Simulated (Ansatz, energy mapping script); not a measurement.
**MnS: J from the energies of magnetic orders**

How strongly do the moments of MnS couple under PBE+U (4 eV)? The plan is to run several orders and fit a Heisenberg model.

Calculated with Ansatz 0.2.0; PBE with U = 4 eV on Mn d, ortho-atomic projectors; plane waves, U on orthogonalised atomic orbitals unless named otherwise, collinear spin, no spin–orbit coupling.

The experiments to compare with:

“Single-Crystal and Powder Neutron Diffraction Study of FeXMn1-XS Solid Solutions” (2011, arxiv:1108.4537) reports for MnS, rock salt, by neutron diffraction (x = 0): ordering temperature (Neel temperature) 150 K.

Most raw output is cut from this account.

The database entry behind the starting cell differs from later determinations by our own check (an axis about 0.2 % short against later determinations), so it need not match the best structure at ambient conditions.

## Step 1: The starting structure

It takes space group Fm-3m (No. 225, cubic). Conventional cell: a = 5.209 Å, b = 5.209 Å, c = 5.209 Å, α = 90.00°, β = 90.00°, γ = 90.00°. Nearest to Mn lie 6 S at 2.60 Å. S has 6 Mn at 2.60 Å nearest. Farther neighbours and most contacts between anions are not listed.

As a file:

```cif
data_structure
_symmetry_space_group_name_H-M 'Fm-3m'
_symmetry_Int_Tables_number 225
_cell_length_a 5.2090
_cell_length_b 5.2090
_cell_length_c 5.2090
_cell_angle_alpha 90.000
_cell_angle_beta 90.000
_cell_angle_gamma 90.000
_cell_volume 141.34
loop_
_atom_site_label
_atom_site_type_symbol
_atom_site_symmetry_multiplicity
_atom_site_Wyckoff_symbol
_atom_site_fract_x
_atom_site_fract_y
_atom_site_fract_z
_atom_site_occupancy
Mn1 Mn 4 a 0.00000 0.00000 0.00000 1
S1 S 4 b 0.50000 0.00000 0.00000 1
```

The U corrects the self-interaction that lets semilocal functionals spread d and f electrons too far. Its value here is typed, not computed.

## Step 2: Probe run

One run in the crystal's own cell, under PBE with U = 3.6 eV on Mn d, ortho-atomic projectors, shows which elements keep a moment. Transition or f elements with 0.3 μB or more enter the spin model; moments induced on other atoms do not.

Contents of input.yaml:

```yaml
crystal:
  lattice:
    - [0.0, 2.6045, 2.6045]
    - [2.6045, 0.0, 2.6045]
    - [2.6045, 2.6045, 0.0]
  atoms:
    - { symbol: Mn, position: [0.0, 0.0, 0.0], spin: 4.5 }
    - { symbol: S, position: [0.5, 0.5, 0.5] }
magnetization:
  spin_polarized: true
kpoints:
  mp_grid: { grid: [9, 9, 9] }
hamiltonian:
  xc: pbe
  hubbard:
    sites: [{ species: Mn, l: d, u_eff: 3.6 }]
    projectors: ortho-atomic
scf:
  occupations: { method: fermi_dirac, width: 0.05 }
output:
  eigenvalues: true
```

The run is started by

```bash
> ansatz run input.yaml --threads 4 --pin off --max-ram 8192MiB --backend cpu --events-out ev --progress --plain --runs-dir out
```

Elapsed: 1 s, on 4 threads of Arm Neoverse V1, shared host; peak memory 0.31 GiB; 3.2 s of CPU time.

Spin moment in the sphere by atom:

```
atom  spin moment in the sphere (μB)
 Mn1                            4.49
  S2                            0.12
```

The run ends ferromagnetic; Mn carries the moments.

## Step 3: A run to fix the orbital filling

A corrected shell can settle in several orbital fillings. One parallel run, with an occupation width a fifth wider than the orders use, therefore is to supply the occupation matrices. All orders start from them.

input.yaml, the sections that differ from step 2:

```yaml
hamiltonian:
  xc: pbe
  hubbard:
    sites: [{ species: Mn, l: d, u_eff: 4.0 }]
    projectors: ortho-atomic
scf:
  occupations: { method: fermi_dirac, width: 0.06 }
# crystal, magnetization, kpoints, output: as in step 2
```

Wall time 1.1 s (4 threads); peak memory 0.31 GiB; 3.4 s of CPU time.

This step gave:

* final state: ferromagnetic
* electrons in the corrected shells: 5.272 e
* largest moment: 4.503 μB

## Step 4: Order 1: parallel, cell A of 4 atoms

The parallel order is the zero of energy for this cell and mesh.

Contents of input.yaml:

```yaml
crystal:
  lattice:
    - [0.0, -2.6045, -2.6045]
    - [-2.6045, 0.0, -2.6045]
    - [2.6045, 2.6045, -5.209]
  atoms:
    - { symbol: Mn, position: [0.5, 0.5, 0.5], spin: 4.5 }
    - { symbol: Mn, position: [0.0, 0.0, 0.0], spin: 4.5 }
    - { symbol: S, position: [0.75, 0.75, 0.75] }
    - { symbol: S, position: [0.25, 0.25, 0.25] }
magnetization:
  spin_polarized: true
kpoints:
  mp_grid: { grid: [8, 8, 8] }
hamiltonian:
  xc: pbe
  hubbard:
    sites:
      - { species: Mn, l: d, u_eff: 4.0 }
      - { site: 0, l: d, u_eff: 4.0, starting_ns: [{ spin: up, occupation_matrix: mn1_major }, { spin: down, occupation_matrix: mn1_minor }] }
      - { site: 1, l: d, u_eff: 4.0, starting_ns: [{ spin: up, occupation_matrix: mn1_major }, { spin: down, occupation_matrix: mn1_minor }] }
    projectors: ortho-atomic
    occupation_matrices:
      mn1_major:
        matrix:
          - [0.992, 0.0, 0.0, 0.0, 0.0]
          - [0.0, 0.998, 0.0, 0.0, 0.0]
          - [0.0, 0.0, 0.998, 0.0, 0.0]
          - [0.0, 0.0, 0.0, 0.992, 0.0]
          - [0.0, 0.0, 0.0, 0.0, 0.998]
      mn1_minor:
        matrix:
          - [0.11, 0.0, 0.0, 0.0, 0.0]
          - [0.0, 0.025, 0.0, 0.0, 0.0]
          - [0.0, 0.0, 0.025, 0.0, 0.0]
          - [0.0, 0.0, 0.0, 0.11, 0.0]
          - [0.0, 0.0, 0.0, 0.0, 0.025]
scf:
  occupations: { method: fermi_dirac, width: 0.05 }
output:
  eigenvalues: true
  write_density: true
  write_potential: true
  elf: true
  volumetric_format: npy
```

Wall time 6.2 s (4 threads); peak memory 0.53 GiB.

Spin moment in the sphere by atom:

| atom | spin moment in the sphere (μB) |
| --- | --- |
| Mn1 | 4.50 |
| Mn2 | 4.50 |
| S3 | 0.11 |
| S4 | 0.11 |

The run ends ferromagnetic.

Spin density in the ac plane at fractional y = 0.000, with atoms of Mn within 0.2 Å of it.

Ten even steps from '0' (0.0 e/Å³) to '9' (8.4 e/Å³), each cell a mean:
```
75200000000014
22100000000001
00000000000000
00000000000000
00000000000000
00000000000000
00000000000000
00000000000000
00000000000000
00000000000000
00000000000000
00000000000000
00000000000000
00000000000000
00000000000000
00000000000000
00000000000000
00000000000000
00000000000000
00000000000000
00000000000000
11000000000012
53100000000025
96100000000037
```
Columns run along a (3.7 Å), rows up along c (6.4 Å). Atoms in or near the plane, at fractional coordinates: Mn at (0.00, 0.00).

ELF in the ac plane at fractional y = 0.000, with atoms of Mn within 0.2 Å of it. It is the smooth field of the valence electrons, not physical close to the nuclei.

Ten even steps from '0' (0.05) to '9' (0.89), each cell a mean:
```
98631011110258
77521134431135
34311356764112
11012578888521
00013689999752
10013789999874
20003689999986
20001578999986
20000367899875
10000124677764
00000012345432
00111100112211
12344321000000
24577653100000
35788886410000
36899998631000
36899999752000
25899999863000
13689999863100
01368998742000
21136787631123
64212444311356
87411111101478
98620000001479
```
Columns run along a (3.7 Å), rows up along c (6.4 Å). Atoms in or near the plane, at fractional coordinates: Mn at (0.00, 0.00).

## Step 5: Run 2 (compensated +−; cell A, 4 atoms)

This order reverses 6 of the 12 neighbours at 3.68 Å, 6 of the 6 neighbours at 5.21 Å and 12 of the 24 neighbours at 6.38 Å, counted for an average magnetic atom.

Changes to input.yaml since step 4:

```diff
@@ -7,3 +7,3 @@
     - { symbol: Mn, position: [0.5, 0.5, 0.5], spin: 4.5 }
-    - { symbol: Mn, position: [0.0, 0.0, 0.0], spin: 4.5 }
+    - { symbol: Mn, position: [0.0, 0.0, 0.0], spin: -4.5 }
     - { symbol: S, position: [0.75, 0.75, 0.75] }
@@ -20,3 +20,3 @@
       - { site: 0, l: d, u_eff: 4.0, starting_ns: [{ spin: up, occupation_matrix: mn1_major }, { spin: down, occupation_matrix: mn1_minor }] }
-      - { site: 1, l: d, u_eff: 4.0, starting_ns: [{ spin: up, occupation_matrix: mn1_major }, { spin: down, occupation_matrix: mn1_minor }] }
+      - { site: 1, l: d, u_eff: 4.0, starting_ns: [{ spin: up, occupation_matrix: mn1_minor }, { spin: down, occupation_matrix: mn1_major }] }
     projectors: ortho-atomic
```

Elapsed: 5.2 s, on 4 threads; peak memory 0.55 GiB; 20 s of CPU time.

Spin moment in the sphere by atom:

```
atom  spin moment in the sphere (μB)
 Mn1                            4.42
 Mn2                           -4.42
  S3                            0.00
  S4                            0.00
```

The run ends antiferromagnetic, 59.70 meV a magnetic atom below the parallel order of its cell.

Spin density in the ac plane at fractional y = 0.000, with atoms of Mn within 0.2 Å of it.

Ten even steps from '_' (-8.3 e/Å³) to '@' (0.0 e/Å³), each cell a mean:
```
::==##@@@@@@@@@@@@@@@@@@%%++
####%%@@@@@@@@@@@@@@@@@@@@%%
@@@@@@@@@@@@@@@@@@@@@@@@@@@@
@@@@@@@@@@@@@@@@@@@@@@@@@@@@
@@@@@@@@@@@@@@@@@@@@@@@@@@@@
@@@@@@@@@@@@@@@@@@@@@@@@@@@@
@@@@@@@@@@@@@@@@@@@@@@@@@@@@
@@@@@@@@@@@@@@@@@@@@@@@@@@@@
@@@@@@@@@@@@@@@@@@@@@@@@@@@@
@@@@@@@@@@@@@@@@@@@@@@@@@@@@
@@@@@@@@@@@@@@@@@@@@@@@@@@@@
@@@@@@@@@@@@@@@@@@@@@@@@@@@@
@@@@@@@@@@@@@@@@@@@@@@@@@@@@
@@@@@@@@@@@@@@@@@@@@@@@@@@@@
@@@@@@@@@@@@@@@@@@@@@@@@@@@@
@@@@@@@@@@@@@@@@@@@@@@@@@@@@
@@@@@@@@@@@@@@@@@@@@@@@@@@@@
@@@@@@@@@@@@@@@@@@@@@@@@@@@@
@@@@@@@@@@@@@@@@@@@@@@@@@@@@
@@@@@@@@@@@@@@@@@@@@@@@@@@@@
@@@@@@@@@@@@@@@@@@@@@@@@@@@@
##%%@@@@@@@@@@@@@@@@@@@@%%##
==**%%@@@@@@@@@@@@@@@@@@##==
__--##@@@@@@@@@@@@@@@@@@**::
```
Columns run along a (3.7 Å), rows up along c (6.4 Å). Atoms in or near the plane, at fractional coordinates: Mn at (0.00, 0.00).

ELF in the ac plane at fractional y = 0.000, with atoms of Mn within 0.2 Å of it. It is the smooth field of the valence electrons, not physical close to the nuclei.

Values, 24 rows by 14 columns, each cell a mean:
```
0.84 0.79 0.61 0.31 0.13 0.13 0.16 0.18 0.17 0.14 0.12 0.26 0.53 0.75
0.66 0.64 0.51 0.26 0.14 0.20 0.32 0.39 0.39 0.31 0.19 0.16 0.32 0.53
0.38 0.39 0.31 0.17 0.15 0.32 0.54 0.63 0.65 0.58 0.42 0.20 0.16 0.25
0.13 0.14 0.13 0.13 0.24 0.50 0.72 0.78 0.80 0.78 0.72 0.50 0.26 0.14
0.12 0.10 0.10 0.16 0.33 0.61 0.78 0.83 0.84 0.84 0.82 0.71 0.50 0.26
0.17 0.10 0.09 0.17 0.37 0.64 0.79 0.84 0.85 0.85 0.84 0.80 0.66 0.43
0.24 0.10 0.07 0.13 0.31 0.58 0.77 0.83 0.86 0.86 0.86 0.82 0.73 0.55
0.27 0.11 0.06 0.08 0.21 0.47 0.70 0.80 0.85 0.86 0.86 0.82 0.74 0.57
0.26 0.11 0.05 0.06 0.12 0.30 0.55 0.71 0.80 0.83 0.83 0.79 0.70 0.53
0.18 0.09 0.06 0.05 0.07 0.13 0.28 0.46 0.61 0.68 0.70 0.66 0.55 0.39
0.13 0.09 0.08 0.09 0.09 0.09 0.14 0.23 0.35 0.45 0.48 0.45 0.36 0.24
0.11 0.12 0.15 0.18 0.18 0.14 0.11 0.12 0.16 0.21 0.25 0.24 0.19 0.14
0.14 0.23 0.34 0.42 0.43 0.37 0.27 0.17 0.11 0.09 0.10 0.10 0.09 0.09
0.22 0.39 0.55 0.64 0.66 0.63 0.52 0.37 0.20 0.10 0.07 0.06 0.07 0.10
0.32 0.53 0.69 0.78 0.80 0.79 0.73 0.61 0.40 0.19 0.08 0.05 0.06 0.12
0.37 0.61 0.76 0.84 0.86 0.86 0.83 0.77 0.62 0.36 0.16 0.06 0.06 0.13
0.35 0.60 0.77 0.84 0.86 0.86 0.85 0.82 0.71 0.49 0.24 0.09 0.07 0.12
0.28 0.53 0.74 0.83 0.85 0.85 0.85 0.83 0.76 0.56 0.31 0.12 0.08 0.11
0.17 0.34 0.60 0.78 0.83 0.84 0.84 0.83 0.75 0.55 0.30 0.13 0.10 0.10
0.12 0.18 0.36 0.63 0.76 0.80 0.81 0.79 0.69 0.45 0.22 0.12 0.12 0.13
0.24 0.17 0.17 0.36 0.57 0.69 0.72 0.69 0.55 0.31 0.15 0.17 0.25 0.29
0.58 0.43 0.23 0.15 0.25 0.39 0.45 0.43 0.32 0.18 0.14 0.31 0.52 0.61
0.80 0.67 0.42 0.17 0.13 0.18 0.21 0.21 0.18 0.13 0.15 0.40 0.65 0.79
0.89 0.80 0.58 0.26 0.12 0.11 0.11 0.11 0.11 0.11 0.14 0.38 0.67 0.84
```
Columns run along a (3.7 Å), rows up along c (6.4 Å). Atoms in or near the plane, at fractional coordinates: Mn at (0.00, 0.00).

## Step 6: Another try at this order

The input is changed once more, to see how this run answers a poor choice.

Changes to input.yaml since step 5:

```diff
@@ -39,7 +39,4 @@
   occupations: { method: fermi_dirac, width: 0.05 }
+  max_iter: [1, 2]
 output:
   eigenvalues: true
-  write_density: true
-  write_potential: true
-  elf: true
-  volumetric_format: npy
```

It took 0.02 s on 4 threads; peak memory 0.024 GiB.

The program refused the input before any cycle.

The program's message: “Error: YAML parse error: error: line 40 column 13: expected string scalar”

The change that led to it: scf.max_iter = [1, 2].

## Step 7: Parallel start in cell B (4 atoms)

A new cell needs its own zero of energy.

This run holds the same structure in another cell (c 6.380 → 5.209 Å, α 73.2 → 90.0°, β 73.2 → 90.0°, γ 60.0 → 90.0°).

Contents of input.yaml:

```yaml
crystal:
  lattice:
    - [0.0, -2.6045, -2.6045]
    - [0.0, 2.6045, -2.6045]
    - [5.209, 0.0, 0.0]
  atoms:
    - { symbol: Mn, position: [0.5, 0.5, 0.5], spin: 4.5 }
    - { symbol: Mn, position: [0.0, 0.0, 0.0], spin: 4.5 }
    - { symbol: S, position: [0.5, 0.5, 0.0] }
    - { symbol: S, position: [0.0, 0.0, 0.5] }
magnetization:
  spin_polarized: true
kpoints:
  mp_grid: { grid: [7, 7, 5] }
hamiltonian:
  xc: pbe
  hubbard:
    sites:
      - { species: Mn, l: d, u_eff: 4.0 }
      - { site: 0, l: d, u_eff: 4.0, starting_ns: [{ spin: up, occupation_matrix: mn1_major }, { spin: down, occupation_matrix: mn1_minor }] }
      - { site: 1, l: d, u_eff: 4.0, starting_ns: [{ spin: up, occupation_matrix: mn1_major }, { spin: down, occupation_matrix: mn1_minor }] }
    projectors: ortho-atomic
    occupation_matrices:
      mn1_major:
        matrix:
          - [0.992, 0.0, 0.0, 0.0, 0.0]
          - [0.0, 0.998, 0.0, 0.0, 0.0]
          - [0.0, 0.0, 0.998, 0.0, 0.0]
          - [0.0, 0.0, 0.0, 0.992, 0.0]
          - [0.0, 0.0, 0.0, 0.0, 0.998]
      mn1_minor:
        matrix:
          - [0.11, 0.0, 0.0, 0.0, 0.0]
          - [0.0, 0.025, 0.0, 0.0, 0.0]
          - [0.0, 0.0, 0.025, 0.0, 0.0]
          - [0.0, 0.0, 0.0, 0.11, 0.0]
          - [0.0, 0.0, 0.0, 0.0, 0.025]
scf:
  occupations: { method: fermi_dirac, width: 0.05 }
output:
  eigenvalues: true
```

Run time: 2.6 s. Hardware: 4 threads; peak memory 0.42 GiB.

The run ends ferromagnetic. For each magnetic atom its energy differs from the parallel run of the first cell by 0.24 meV, an error that one common reference would have brought in.

## Step 8: Run 4 (compensated +−; cell B, 4 atoms)

This order reverses 8 of the 12 neighbours at 3.68 Å, 0 of the 6 neighbours at 5.21 Å and 16 of the 24 neighbours at 6.38 Å, counted for an average magnetic atom.

Changes to input.yaml since step 7:

```diff
@@ -7,3 +7,3 @@
     - { symbol: Mn, position: [0.5, 0.5, 0.5], spin: 4.5 }
-    - { symbol: Mn, position: [0.0, 0.0, 0.0], spin: 4.5 }
+    - { symbol: Mn, position: [0.0, 0.0, 0.0], spin: -4.5 }
     - { symbol: S, position: [0.5, 0.5, 0.0] }
@@ -20,3 +20,3 @@
       - { site: 0, l: d, u_eff: 4.0, starting_ns: [{ spin: up, occupation_matrix: mn1_major }, { spin: down, occupation_matrix: mn1_minor }] }
-      - { site: 1, l: d, u_eff: 4.0, starting_ns: [{ spin: up, occupation_matrix: mn1_major }, { spin: down, occupation_matrix: mn1_minor }] }
+      - { site: 1, l: d, u_eff: 4.0, starting_ns: [{ spin: up, occupation_matrix: mn1_minor }, { spin: down, occupation_matrix: mn1_major }] }
     projectors: ortho-atomic
```

Wall time 2.6 s (4 threads); peak memory 0.43 GiB.

The run ends antiferromagnetic, 21.53 meV a magnetic atom below the parallel order of its cell.

## Step 9: Order 5: parallel, cell C of 6 atoms

Contents of input.yaml:

```yaml
crystal:
  lattice:
    - [0.0, 2.6045, 2.6045]
    - [-2.6045, 0.0, -2.6045]
    - [-5.209, -5.209, 5.209]
  atoms:
    - { symbol: Mn, position: [0.0, 0.0, 0.0], spin: 4.5 }
    - { symbol: Mn, position: [0.333333333, 0.666666667, 0.666666667], spin: 4.5 }
    - { symbol: Mn, position: [0.666666667, 0.333333333, 0.333333333], spin: 4.5 }
    - { symbol: S, position: [0.666666667, 0.333333333, 0.833333333] }
    - { symbol: S, position: [0.0, 0.0, 0.5] }
    - { symbol: S, position: [0.333333333, 0.666666667, 0.166666667] }
magnetization:
  spin_polarized: true
kpoints:
  mp_grid: { grid: [8, 8, 3] }
hamiltonian:
  xc: pbe
  hubbard:
    sites:
      - { species: Mn, l: d, u_eff: 4.0 }
      - { site: 0, l: d, u_eff: 4.0, starting_ns: [{ spin: up, occupation_matrix: mn1_major }, { spin: down, occupation_matrix: mn1_minor }] }
      - { site: 1, l: d, u_eff: 4.0, starting_ns: [{ spin: up, occupation_matrix: mn1_major }, { spin: down, occupation_matrix: mn1_minor }] }
      - { site: 2, l: d, u_eff: 4.0, starting_ns: [{ spin: up, occupation_matrix: mn1_major }, { spin: down, occupation_matrix: mn1_minor }] }
    projectors: ortho-atomic
    occupation_matrices:
      mn1_major:
        matrix:
          - [0.992, 0.0, 0.0, 0.0, 0.0]
          - [0.0, 0.998, 0.0, 0.0, 0.0]
          - [0.0, 0.0, 0.998, 0.0, 0.0]
          - [0.0, 0.0, 0.0, 0.992, 0.0]
          - [0.0, 0.0, 0.0, 0.0, 0.998]
      mn1_minor:
        matrix:
          - [0.11, 0.0, 0.0, 0.0, 0.0]
          - [0.0, 0.025, 0.0, 0.0, 0.0]
          - [0.0, 0.0, 0.025, 0.0, 0.0]
          - [0.0, 0.0, 0.0, 0.11, 0.0]
          - [0.0, 0.0, 0.0, 0.0, 0.025]
scf:
  occupations: { method: fermi_dirac, width: 0.05 }
output:
  eigenvalues: true
```

Elapsed: 4.6 s, on 4 threads; peak memory 0.54 GiB.

The run ends ferromagnetic. For each magnetic atom its energy differs from the parallel run of the first cell by 0.01 meV, an error that one common reference would have brought in.

## Step 10: Order 6: uncompensated ++−, cell C of 6 atoms

This order reverses 4 of the 12 neighbours at 3.68 Å, 4 of the 6 neighbours at 5.21 Å and 12 of the 24 neighbours at 6.38 Å, counted for an average magnetic atom.

Changes to input.yaml since step 9:

```diff
@@ -8,3 +8,3 @@
     - { symbol: Mn, position: [0.333333333, 0.666666667, 0.666666667], spin: 4.5 }
-    - { symbol: Mn, position: [0.666666667, 0.333333333, 0.333333333], spin: 4.5 }
+    - { symbol: Mn, position: [0.666666667, 0.333333333, 0.333333333], spin: -4.5 }
     - { symbol: S, position: [0.666666667, 0.333333333, 0.833333333] }
@@ -23,3 +23,3 @@
       - { site: 1, l: d, u_eff: 4.0, starting_ns: [{ spin: up, occupation_matrix: mn1_major }, { spin: down, occupation_matrix: mn1_minor }] }
-      - { site: 2, l: d, u_eff: 4.0, starting_ns: [{ spin: up, occupation_matrix: mn1_major }, { spin: down, occupation_matrix: mn1_minor }] }
+      - { site: 2, l: d, u_eff: 4.0, starting_ns: [{ spin: up, occupation_matrix: mn1_minor }, { spin: down, occupation_matrix: mn1_major }] }
     projectors: ortho-atomic
```

Wall time 5.8 s (4 threads); peak memory 0.59 GiB; 22 s of CPU time.

The run ends ferrimagnetic, 46.22 meV a magnetic atom below the parallel order of its cell.

## Step 11: Run 7 (parallel; cell D, 6 atoms)

The parallel order again, as the reference for this cell.

This run holds the same structure in another cell (b 3.683 → 5.209 Å, c 9.022 → 6.380 Å, α 90.0 → 114.1°, β 90.0 → 106.8°, γ 120.0 → 90.0°).

Contents of input.yaml:

```yaml
crystal:
  lattice:
    - [0.0, -2.6045, -2.6045]
    - [-5.209, 0.0, 0.0]
    - [2.6045, 5.209, -2.6045]
  atoms:
    - { symbol: Mn, position: [0.666666667, 0.666666667, 0.333333333], spin: 4.5 }
    - { symbol: Mn, position: [0.333333333, 0.333333333, 0.666666667], spin: 4.5 }
    - { symbol: Mn, position: [0.0, 0.0, 0.0], spin: 4.5 }
    - { symbol: S, position: [0.666666667, 0.166666667, 0.333333333] }
    - { symbol: S, position: [0.333333333, 0.833333333, 0.666666667] }
    - { symbol: S, position: [0.0, 0.5, 0.0] }
magnetization:
  spin_polarized: true
kpoints:
  mp_grid: { grid: [7, 7, 7] }
hamiltonian:
  xc: pbe
  hubbard:
    sites:
      - { species: Mn, l: d, u_eff: 4.0 }
      - { site: 0, l: d, u_eff: 4.0, starting_ns: [{ spin: up, occupation_matrix: mn1_major }, { spin: down, occupation_matrix: mn1_minor }] }
      - { site: 1, l: d, u_eff: 4.0, starting_ns: [{ spin: up, occupation_matrix: mn1_major }, { spin: down, occupation_matrix: mn1_minor }] }
      - { site: 2, l: d, u_eff: 4.0, starting_ns: [{ spin: up, occupation_matrix: mn1_major }, { spin: down, occupation_matrix: mn1_minor }] }
    projectors: ortho-atomic
    occupation_matrices:
      mn1_major:
        matrix:
          - [0.992, 0.0, 0.0, 0.0, 0.0]
          - [0.0, 0.998, 0.0, 0.0, 0.0]
          - [0.0, 0.0, 0.998, 0.0, 0.0]
          - [0.0, 0.0, 0.0, 0.992, 0.0]
          - [0.0, 0.0, 0.0, 0.0, 0.998]
      mn1_minor:
        matrix:
          - [0.11, 0.0, 0.0, 0.0, 0.0]
          - [0.0, 0.025, 0.0, 0.0, 0.0]
          - [0.0, 0.0, 0.025, 0.0, 0.0]
          - [0.0, 0.0, 0.0, 0.11, 0.0]
          - [0.0, 0.0, 0.0, 0.0, 0.025]
scf:
  occupations: { method: fermi_dirac, width: 0.05 }
output:
  eigenvalues: true
```

Wall time 11 s (4 threads); peak memory 0.77 GiB; 43 s of CPU time.

The run ends ferromagnetic. For each magnetic atom its energy differs from the parallel run of the first cell by 0.00 meV, an error that one common reference would have brought in.

[end of part 1 of 2]

[Logs and program files are shortened in this print: banners, set-up blocks, solver, clock and traceback lines can be left out without a mark of their own.]

[Logs are printed without paths, hosts, clocks, repeated set-up lines and the standing remarks that a program may print on its own settings, such as how far it seeks lower states.]

[Hosts, paths, dates, database ids (printed as entryN), source tags and the programs' standing remarks are cut or masked in the printed files.]

[Where a cell is said to come from a database of computed structures, the database is the Materials Project.]
